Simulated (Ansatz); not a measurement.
## 1T-GeF2 monolayer in a perpendicular field

What dipole does a perpendicular field induce in the 1T-GeF2 monolayer, and does the gap follow? A positive field points along +c.

Method: plane-wave DFT, PBE-D3(BJ), Ansatz PAW, in Ansatz 0.2.0.

## 1. Starting point

The cell holds 3 atoms: 2 F and 1 Ge. Its edges and angles: a = 2.413 Å, b = 2.413 Å, c = 35.151 Å, α = 90.0°, β = 90.0°, γ = 120.0°. Vacuum lies along c.

As a file:

```cif
data_structure
_symmetry_space_group_name_H-M 'P 1'
_symmetry_Int_Tables_number 1
_cell_length_a 2.4130
_cell_length_b 2.4130
_cell_length_c 35.1513
_cell_angle_alpha 90.000
_cell_angle_beta 90.000
_cell_angle_gamma 120.000
_cell_volume 177.26
loop_
_atom_site_label
_atom_site_type_symbol
_atom_site_fract_x
_atom_site_fract_y
_atom_site_fract_z
_atom_site_occupancy
F1 F 0.66667 0.33333 0.47082 1
Ge2 Ge 0.00000 0.00000 0.50000 1
F3 F 0.33333 0.66667 0.52918 1
```

## 2. Relaxation

The starting cell is a guess, so the in-plane lattice and the atoms are relaxed first, with the slab cut off from its images along the normal.

input.yaml

```yaml
crystal:
  lattice:
    - [2.41304, 0.0, 0.0]
    - [-1.20652, 2.0897539403, 0.0]
    - [0.0, 0.0, 35.1513208612]
  atoms:
    - { symbol: F, position: [0.6666666667, 0.3333333333, 0.4708215679] }
    - { symbol: Ge, position: [0.0, 0.0, 0.5] }
    - { symbol: F, position: [0.3333333333, 0.6666666667, 0.5291784321] }
  periodic: [true, true, false]
kpoints:
  mp_grid: { grid: [18, 18, 1] }
hamiltonian:
  xc: pbe
  dispersion: d3bj
scf:
  occupations: { method: fermi_dirac, width: 0.05 }
  convergence: { dr2_threshold: 1.0e-09 }
relax:
  f_tol: 0.004
  max_steps: 90
  cell: {}
output:
  write_potential: true
  write_density: true
  volumetric_format: npy
```

Run with:

```sh
> ansatz run input.yaml --threads 2 --pin off --max-ram 3072MiB --backend cpu --events-out ev --progress --plain --runs-dir out
```

Numbers of over 12 decimals in the logs are rounded to 6 here.

What it wrote:

```text
Warning: relax.cell: scf.convergence.dr2_threshold = 1e-9 eV is looser than the 2.06562725817e-10 eV advised for a relaxation that steers and ends on the stress (1e-10 eV for each atom of the cell: 3, times the square of relax.cell.stress_2d_tol = 0.05 N/m over 12.1 Å (the atoms' height at the walk's start and 5 Å past either face), 4.149e-2 GPa, over a crystal's default 0.05). What an SCF threshold leaves in a stress goes as its square root, and in the free energy as the threshold itself, and one threshold admits the most on a small cell: [figures from the program's tests cut] Set scf.convergence.dr2_threshold to 2.06562725817e-10 eV or tighter. [rest of the remark cut]
Engine: ansatz 0.2.0, aarch64-unknown-linux-gnu
Pseudopotentials: kind: paw
Pseudopotential: F, paw, valence charge 7, recommended cutoff 420 eV (normal), F.paw.azcp
Pseudopotential: Ge, paw, valence charge 14, recommended cutoff 420 eV (normal), Ge.paw.azcp
Functional definition: PBE
  parameter kappa = 0.804
  parameter beta = 0.066725
  exchange = pbe_x(kappa = kappa, mu = beta*pi^2/3)
  correlation = pbe_c(beta = beta)
Crystal: 3 atoms, lattice volume = 177.256 Å³
Basis set: ecut = 420 eV, 3375 PW (Γ), exchange–correlation on 36×36×480 points (8 copies of the dense FFT grid, shifted against one another)
Bands: 18, of which v1, the nominal top of the filled ones, is band 14 counted from 1 (13 counted from 0)
Symmetry: 12 space group operations
Space group: P-3m1 (ITA 164), of the structure as read, at distance tolerance 5.6e-5 Å
k-points: 37 of 324
Non-local potential: F, projectors of the file, l = 0: 2, l = 1: 2, l = 2: 1
Non-local potential: Ge, projectors of the file, l = 0: 2, l = 1: 2, l = 2: 3, l = 3: 1
PAW form: soft (Blöchl's): semilocal exchange-correlation on the pseudo side does not see the compensation charge
PAW one-centre angular grid: F, 110 points (default); XC on 64 Gauss nodes
PAW one-centre angular grid: Ge, 590 points (default); XC on 64 Gauss nodes
Initial density: superposition of atomic densities (neutral atoms: chi_scale 0, normalization atom), corrected by the library's trained network
Initial wavefunctions: pseudopotential atomic-orbital guess
Functional: x = pbe(κ = 0.804, μ = 0.219515), c = pbe(β = 0.066725)
SCF iter   1: F=—  HF=-5897.160119 eV  |F-HF|=—  |Δ(HF+E_count)|=         —  Δρ=1.65e-2  dr2=3.79e1  ethr=1.77e-3  ⟨swp⟩=12.8  Hψ=13278  notcnv=0  defer=16
automatic band count: the SCF goes on with 22 bands, as 18 were too few: the levels above may hold too much charge
preconditioner: auto → LDOS  [metal: Δε(μ)=0.052 eV  Ē_g=25.133 eV  σ=0.050 eV  W_gap=0.26  n_scr=22 (ndim 8)  ℏωp=14.8 eV  f_vac=0.853  D(μ)=1.68/eV (n_scr^D=14)  β→1.0]
SCF iter   2: F=—  HF=-5896.939965 eV  |F-HF|=—  |Δ(HF+E_count)|=   2.20e-1  Δρ=1.67e-2  dr2=1.90e1  ethr=1.77e-3  ⟨swp⟩=4.9  Hψ=2035  notcnv=0  defer=58
SCF iter   3: F=—  HF=-5896.507061 eV  |F-HF|=—  |Δ(HF+E_count)|=   4.33e-1  Δρ=8.30e-3  dr2=3.14e-1  ethr=1.77e-3  ⟨swp⟩=7.3  Hψ=2961  notcnv=0  defer=76
SCF iter   4: F=—  HF=-5896.635848 eV  |F-HF|=—  |Δ(HF+E_count)|=   1.29e-1  Δρ=1.96e-3  dr2=1.05e-1  ethr=1.12e-3  ⟨swp⟩=7.3  Hψ=2720  notcnv=0  defer=92
SCF iter   5: F=—  HF=-5896.659930 eV  |F-HF|=—  |Δ(HF+E_count)|=   2.41e-2  Δρ=9.06e-4  dr2=7.59e-2  ethr=3.76e-4  ⟨swp⟩=7.1  Hψ=1711  notcnv=0  defer=88
SCF iter   6: F=—  HF=-5896.644226 eV  |F-HF|=—  |Δ(HF+E_count)|=   1.57e-2  Δρ=8.70e-4  dr2=6.53e-2  ethr=2.71e-4  ⟨swp⟩=4.8  Hψ=1330  notcnv=0  defer=82
SCF iter   7: F=—  HF=-5896.632499 eV  |F-HF|=—  |Δ(HF+E_count)|=   1.17e-2  Δρ=5.50e-4  dr2=4.06e-2  ethr=2.33e-4  ⟨swp⟩=4.8  Hψ=1286  notcnv=0  defer=91
SCF iter   8: F=—  HF=-5896.623502 eV  |F-HF|=—  |Δ(HF+E_count)|=   9.00e-3  Δρ=4.80e-4  dr2=2.67e-2  ethr=1.45e-4  ⟨swp⟩=4.4  Hψ=1102  notcnv=0  defer=88
SCF iter   9: F=—  HF=-5896.618448 eV  |F-HF|=—  |Δ(HF+E_count)|=   5.05e-3  Δρ=4.01e-4  dr2=1.75e-2  ethr=9.55e-5  ⟨swp⟩=4.2  Hψ=1170  notcnv=0  defer=86
SCF iter  10: F=—  HF=-5896.612913 eV  |F-HF|=—  |Δ(HF+E_count)|=   5.54e-3  Δρ=3.25e-4  dr2=9.45e-3  ethr=6.24e-5  ⟨swp⟩=4.6  Hψ=1245  notcnv=0  defer=87
SCF iter  11: F=—  HF=-5896.609306 eV  |F-HF|=—  |Δ(HF+E_count)|=   3.61e-3  Δρ=3.34e-4  dr2=2.10e-3  ethr=3.38e-5  ⟨swp⟩=4.8  Hψ=1320  notcnv=0  defer=93
SCF iter  12: F=—  HF=-5896.610884 eV  |F-HF|=—  |Δ(HF+E_count)|=   1.58e-3  Δρ=2.29e-4  dr2=8.95e-4  ethr=7.49e-6  ⟨swp⟩=5.7  Hψ=1576  notcnv=0  defer=80
SCF iter  13: F=—  HF=-5896.611074 eV  |F-HF|=—  |Δ(HF+E_count)|=   1.90e-4  Δρ=7.89e-5  dr2=1.38e-4  ethr=3.20e-6  ⟨swp⟩=3.4  Hψ=1270  notcnv=0  defer=78
SCF iter  14: F=—  HF=-5896.611102 eV  |F-HF|=—  |Δ(HF+E_count)|=   2.84e-5  Δρ=3.77e-5  dr2=1.00e-5  ethr=4.93e-7  ⟨swp⟩=3.2  Hψ=1294  notcnv=0  defer=79
SCF iter  15: F=—  HF=-5896.611222 eV  |F-HF|=—  |Δ(HF+E_count)|=   1.20e-4  Δρ=9.03e-6  dr2=3.98e-7  ethr=3.58e-8  ⟨swp⟩=3.0  Hψ=1433  notcnv=0  defer=77
SCF iter  16: F=—  HF=-5896.611208 eV  |F-HF|=—  |Δ(HF+E_count)|=   1.39e-5  Δρ=4.62e-6  dr2=1.04e-7  ethr=1.42e-9  ⟨swp⟩=3.9  Hψ=1865  notcnv=0  defer=77
SCF iter  17: F=—  HF=-5896.611208 eV  |F-HF|=—  |Δ(HF+E_count)|=   3.94e-9  Δρ=1.91e-6  dr2=2.86e-8  ethr=3.73e-10  ⟨swp⟩=2.9  Hψ=1461  notcnv=0  defer=77
SCF iter  18: F=-5896.611208 eV  HF=-5896.611208 eV  |F-HF|=1.64e-8  |Δ(HF+E_count)|=   4.69e-9  Δρ=5.19e-7  dr2=4.53e-10  ethr=3.57e-12  ⟨swp⟩=12.6  Hψ=7474  notcnv=0
SCF 1 converged in 18 iterations: F = -5896.611208 eV  dr2 = 4.53e-10
  greatest PAW one-centre occupation: 1.001 electrons in one spin orbital (limit 2), on the Ge atom at site 1 (counted from 0), in its partial waves of l = 2
relax step   1: F+E_penalty+E_count = -5896.61120840 eV  Δ(F+E_penalty+E_count) = +0.000e0 eV  max|allowed force component| = 2.136e1 eV/Å  Δτ_max = 0.0000 Å  P = +139.074 N/m  Ω = 177.256 Å³  fix = [c, alpha, beta]  reactions: c +0.000 N/m  (18 SCF iters, accepted)
Crystal: 3 atoms, lattice volume = 195.096 Å³
Basis set: ecut = 420 eV, 3867 PW (Γ), exchange–correlation on 36×36×480 points (8 copies of the dense FFT grid, shifted against one another)
Bands: 22, of which v1, the nominal top of the filled ones, is band 14 counted from 1 (13 counted from 0)
Initial density: handed on by an earlier stage of this run
Initial wavefunctions: those handed on with the density
iter 1 solved again at ethr=1.67e-3 eV; its pass at ethr=3.10e-3 eV (dr2=4.67e-1 eV) is discarded
SCF iter   1: F=—  HF=-5905.392412 eV  |F-HF|=—  |Δ(HF+E_count)|=         —  Δρ=2.00e-2  dr2=4.69e-1  ethr=1.67e-3  ⟨swp⟩=1.8  Hψ=7405  notcnv=0
[...]
relax step  25: F+E_penalty+E_count = -5911.90274647 eV  Δ(F+E_penalty+E_count) = -3.042e-4 eV  max|allowed force component| = 3.832e-2 eV/Å  Δτ_max = 0.0323 Å  P = +0.209 N/m  Ω = 393.340 Å³  energy of the carried Pulay correction = -1.114e-2 eV  fix = [c, alpha, beta]  reactions: c +0.000 N/m  (7 SCF iters, accepted)
relax step  26: F+E_penalty+E_count = -5911.90238897 eV  Δ(F+E_penalty+E_count) = +3.575e-4 eV  max|allowed force component| = 1.400e-2 eV/Å  Δτ_max = 0.0056 Å  P = -0.098 N/m  Ω = 394.230 Å³  energy of the carried Pulay correction = -1.174e-2 eV  fix = [c, alpha, beta]  reactions: c -0.000 N/m  (6 SCF iters, accepted)
relax step  27: F+E_penalty+E_count = -5911.90272307 eV  Δ(F+E_penalty+E_count) = -3.341e-4 eV  max|allowed force component| = 2.728e-3 eV/Å  Δτ_max = 0.0011 Å  P = +0.014 N/m  Ω = 393.797 Å³  energy of the carried Pulay correction = -1.145e-2 eV  fix = [c, alpha, beta]  reactions: c +0.000 N/m  (6 SCF iters, accepted)
relax step  28: F+E_penalty+E_count = -5911.91605000 eV  Δ(F+E_penalty+E_count) = -1.333e-2 eV  max|allowed force component| = 3.677e-3 eV/Å  Δτ_max = 0.0000 Å  P = +0.127 N/m  Ω = 393.797 Å³  fix = [c, alpha, beta]  reactions: c +0.000 N/m  stress off target by 1.27e-1 N/m on what of the cell is left free  SCF on the basis re-selected at this cell (its energy is not comparable with the rows above)  (8 SCF iters)
relax step  29: F+E_penalty+E_count = -5911.91534368 eV  Δ(F+E_penalty+E_count) = +7.063e-4 eV  max|allowed force component| = 1.090e-2 eV/Å  Δτ_max = 0.0095 Å  P = -0.005 N/m  Ω = 395.854 Å³  energy of the carried Pulay correction = -7.915e-4 eV  fix = [c, alpha, beta]  reactions: c -0.000 N/m  (7 SCF iters, accepted)
relax step  30: F+E_penalty+E_count = -5911.91566120 eV  Δ(F+E_penalty+E_count) = -3.175e-4 eV  max|allowed force component| = 5.280e-5 eV/Å  Δτ_max = 0.0046 Å  P = +0.000 N/m  Ω = 395.177 Å³  energy of the carried Pulay correction = -5.267e-4 eV  fix = [c, alpha, beta]  reactions: c +0.000 N/m  (6 SCF iters, accepted)
iter 1 solved again at ethr=4.13e-7 eV; its pass at ethr=3.10e-3 eV (dr2=1.16e-4 eV) is discarded
SCF iter   1: F=—  HF=-5911.913556 eV  |F-HF|=—  |Δ(HF+E_count)|=         —  Δρ=7.29e-5  dr2=5.09e-7  ethr=4.13e-7  ⟨swp⟩=5.4  Hψ=7704  notcnv=0
preconditioner: auto → Resta (q_TF=auto, 1.755 Å⁻¹)  ε∞=1.2  [insulator: Δε(μ)=2.740 eV  Ē_g=20.897 eV  σ=0.050 eV  W_gap=1.00  n_scr=18 (ndim 8)  ℏωp=9.9 eV  f_vac=0.862  D(μ)=0.00/eV (n_scr^D=0)  ε∞_Penn≈1.2  vacuum switching on, ρ_ref=3.2e-2 e/Å³]
SCF iter   2: F=—  HF=-5911.915191 eV  |F-HF|=—  |Δ(HF+E_count)|=   1.64e-3  Δρ=3.63e-5  dr2=1.30e-7  ethr=1.82e-9  ⟨swp⟩=3.1  Hψ=1820  notcnv=0
SCF iter   3: F=—  HF=-5911.916152 eV  |F-HF|=—  |Δ(HF+E_count)|=   9.60e-4  Δρ=6.86e-6  dr2=6.58e-8  ethr=4.66e-10  ⟨swp⟩=4.1  Hψ=1920  notcnv=0  defer=1
SCF iter   4: F=—  HF=-5911.916213 eV  |F-HF|=—  |Δ(HF+E_count)|=   6.14e-5  Δρ=1.10e-6  dr2=2.52e-9  ethr=2.35e-10  ⟨swp⟩=3.2  Hψ=1783  notcnv=0  defer=5
iter 5 met the thresholds in force, and the SCF goes on: an eigenvalue changes by 12.01 meV, over its tolerance of 1.08 meV (output.eigenvalues, Limitations)
SCF iter   5: F=-5911.916216 eV  HF=-5911.916215 eV  |F-HF|=9.89e-7  |Δ(HF+E_count)|=   2.19e-6  Δρ=2.94e-7  dr2=1.85e-10  ethr=3.57e-12  ⟨swp⟩=19.2  Hψ=6618  notcnv=0
iter 6 met the thresholds in force, and the SCF goes on: an eigenvalue changes by 5.00 meV, over its tolerance of 1.02 meV (output.eigenvalues, Limitations)
SCF iter   6: F=-5911.916216 eV  HF=-5911.916216 eV  |F-HF|=1.95e-8  |Δ(HF+E_count)|=   9.69e-7  Δρ=4.20e-8  dr2=6.74e-12  ethr=1.00e-12  ⟨swp⟩=10.8  Hψ=5159  notcnv=0
Mixer restart at iter 6: flushing history
SCF iter   7: F=-5911.916216 eV  HF=-5911.916216 eV  |F-HF|=6.46e-11  |Δ(HF+E_count)|=   1.95e-8  Δρ=2.67e-8  dr2=1.85e-12  ethr=1.00e-12  ⟨swp⟩=8.5  Hψ=4439  notcnv=0
SCF 31 converged in 7 iterations: F = -5911.916216 eV  dr2 = 1.85e-12
relax step  31: F+E_penalty+E_count = -5911.91621645 eV  Δ(F+E_penalty+E_count) = -5.553e-4 eV  max|allowed force component| = 9.939e-5 eV/Å  Δτ_max = 0.0000 Å  P = +0.005 N/m  Ω = 395.177 Å³  fix = [c, alpha, beta]  reactions: c +0.000 N/m  stress off target by 4.71e-3 N/m on what of the cell is left free  SCF on the basis re-selected at this cell (its energy is not comparable with the rows above)  (7 SCF iters)
basis re-selected at this cell: Δ(F+E_penalty+E_count) = -5.553e-4 eV, ΔP = +0.004 N/m vs the last step (what re-selecting the basis moved, of the pressure what is left beyond the Pulay correction that the steps carried, after the strain that the cell walked since its last selection, with what the two solves' SCF thresholds leave and, on support functions, any second-order correction that the steps lacked; it is no m [...]
WARN: The output density's exchange-correlation potential varies sharply where the density is thin. Do not read a vacuum level from v_tot or v_xc, or from such a field of the output density. On a cell that repeats whose density bears no net charge and no dipole along the vacuum's axis use v_es (v_loc + v_h of the components); under efield.dipole_correction with no amplitude use v_es + v_field, which holds any externa [...]
SCF converged after 7 iterations
an eigenvalue changed by more than its tolerance at an iteration that met the thresholds in force, so the SCF went on 2 times, its first undamped step at iteration 6: the last check found none over its tolerance
Free energy (F): -5911.916216 eV
Harris-Foulkes:  -5911.916216 eV  (|F-HF|=6.46e-11)
Internal energy: -5911.916216 eV  (E = F + TS)
E sigma→0 (E₀):  -5911.916216 eV
Fermi energy:    -5.580427 eV
--- Per-component energies (eV) ---
  E_band       = -568.779173
  E_kinetic    = 518.064666
  E_local      = -53000.606026  (includes V_loc(G=0)·N_el)
  E_nonlocal   = 557.158422
  E_hartree    = 26025.318378
  E_xc         = -233.777720
  E_vxc        = -266.736677  (∫ρ·V_xc dr)
  E_paw        = -2411.060098  (= ΣΔE_a)
  E_vpaw       = -427.300769  (= ΣTr[D̂ρ^β])
  E_aug_tail   = 0.004542  (compensation charges beyond the density's cutoff)
  E_ewald      = 22633.188535
  E_disp       = -0.206917  (pairwise vdW)
  E_smearing   = -0.000000  (= −TS)
  E_closure    = 0.000000  (closes the sum)
  Σ components = -5911.916216   (vs F -5911.916216, Δ=0.00e0)
--- Forces (eV/Å), atoms counted from 1 ---
  atom   1  F      0.00000000    -0.00000000    -0.00009939
  atom   2  Ge     0.00000000    -0.00000000     0.00000000
  atom   3  F      0.00000000     0.00000000     0.00009939
  max |Σ_I F_I| component: 2.71e-20 eV/Å
--- 2D stress c σ (N/m, compression-positive) ---
        0.004714       0.000000      -0.000000
        0.000000       0.004714      -0.000000
       -0.000000      -0.000000       0.000000
  P = ½ c Tr σ = 0.0047 N/m
--- Band table (eV; the first three rows and the last of 37) ---
  k-point 0: bands = [... 10 lower, -10.2001, -10.2001, -9.5862, -8.8533, -4.2474, -0.5935 (-0.5935°), -0.5935 (-0.5935°), -0.4004 (-0.4007°), ... 4 higher]
  k-point 1: bands = [... 10 lower, -10.1581, -10.1336, -9.5680, -8.7778, -4.1891, -0.7640 (-0.7640°), -0.5705 (-0.5705°), -0.2873 (-0.2876°), ... 4 higher]
  k-point 2: bands = [... 10 lower, -10.1421, -10.0560, -9.5312, -8.5807, -4.0239, -1.0652 (-1.0652°), -0.5051 (-0.5051°), -0.1068 (-0.1074°), ... 4 higher]
  k-point 36: bands = [... 10 lower, -10.6092, -9.5854, -9.5854, -6.9872, -1.8667, -1.3209, -1.3209, 3.5281 (3.5281°), ... 4 higher]
  ° read free of the cell's end (the report's vacuum.weakly_bound_levels)
--- Relaxed structure (26 steps of the walk, 25 accepted, 5 SCFs on fresh bases) ---
  F+E_penalty+E_count = -5911.91621645 eV   max|allowed force component| = 9.939e-5 eV/Å   (the final SCF, on the basis selected at the relaxed cell)
  cell:  # Å, volume = 395.1770 Å³
    - [3.602962, 0, 0]
    - [-1.801481, 3.120257, 0]
    - [0, 0, 35.1513208612]
  atoms:
    - { symbol: F, position: [0.666667, 0.333333, 0.471816] }
    - { symbol: Ge, position: [0, 0, 0.500000] }
    - { symbol: F, position: [0.333333, 0.666667, 0.528184] }
```

Elapsed: 2.4 min, on 2 threads of Arm Neoverse V2, shared host; peak memory 0.72 GiB; 4.7 min of CPU time.

Relaxation path (22 of 31):

```
step  energy less that of the first step (eV)  largest force component (eV/Å)  volume (Å³)
   1                                   0.0000                         21.3605       177.26
   2                                  -8.6093                         10.6383       195.10
   4                                 -13.1898                          1.2323       232.16
   5                                 -13.3338                          0.2923       246.00
   7                                 -13.3447                          0.0101       243.57
   8                                 -13.3447                          0.0001       243.54
  10                                 -14.2709                          0.0518       264.21
  11                                 -14.5310                          0.1596       285.77
  12                                 -14.6565                          0.1453       308.14
  14                                 -14.6621                          0.0169       315.88
  15                                 -14.6623                          0.0049       315.80
 17*                                 -14.9594                          0.0013       315.84
  18                                 -15.1194                          0.0092       339.12
  20                                 -15.1833                          0.0180       373.05
  21                                 -15.1847                          0.0032       371.90
 22*                                 -15.2738                          0.0038       371.90
  24                                 -15.2674                          0.2626       402.01
  25                                 -15.2915                          0.0383       393.34
  27                                 -15.2915                          0.0027       393.80
 28*                                 -15.3048                          0.0037       393.80
  30                                 -15.3045                          0.0001       395.18
 31*                                 -15.3050                          0.0001       395.18
```

Relaxation steps marked * repeat the geometry before them on a plane-wave basis chosen anew for their cell, so energy and pressure can jump there. Other such steps can lie between the rows shown. Relaxation step 24 was tried and not accepted.

Forces are held to the 12 operations that the run works with; a distortion that breaks them can't arise in this run.

| cell as run | before | after | change |
| --- | --- | --- | --- |
| a (Å) | 2.413 | 3.603 | +49.3 % |
| b (Å) | 2.413 | 3.603 | +49.3 % |

The atoms that moved most (Å, along periodic axes as changes of fractional coordinates times the final cell, across vacuum about the mean position):

```
atom     dx     dy      dz  length
  F1  0.000  0.000   0.035   0.035
  F3  0.000  0.000  -0.035   0.035
```

Final coordinates:

```xyz
3
Lattice="3.6030 0.0000 0.0000 -1.8015 3.1203 0.0000 0.0000 0.0000 35.1513" Properties=species:S:1:pos:R:3
F     1.8015    1.0401   16.5850
Ge    0.0000    0.0000   17.5757
F     0.0000    2.0802   18.5664
```

Numbers from this step:

| Item | Value |
| --- | --- |
| gap on the k-mesh | 2.740 eV |

The lattice constant a goes from 2.413 to 3.603 Å.

[end of part 1 of 2]

[Logs are printed without paths, hosts, clocks, repeated set-up lines and the standing remarks that a program may print on its own settings, such as how far it seeks lower states.]

[Hosts, paths, dates, database ids (printed as entryN), source tags and the programs' standing remarks are cut or masked in the printed files.]

[Maps of the electrostatic potential energy from Ansatz leave out the sawtooth potential of an applied field or a dipole correction, so their vacuum need not be flat; planar profiles and work functions include it.]
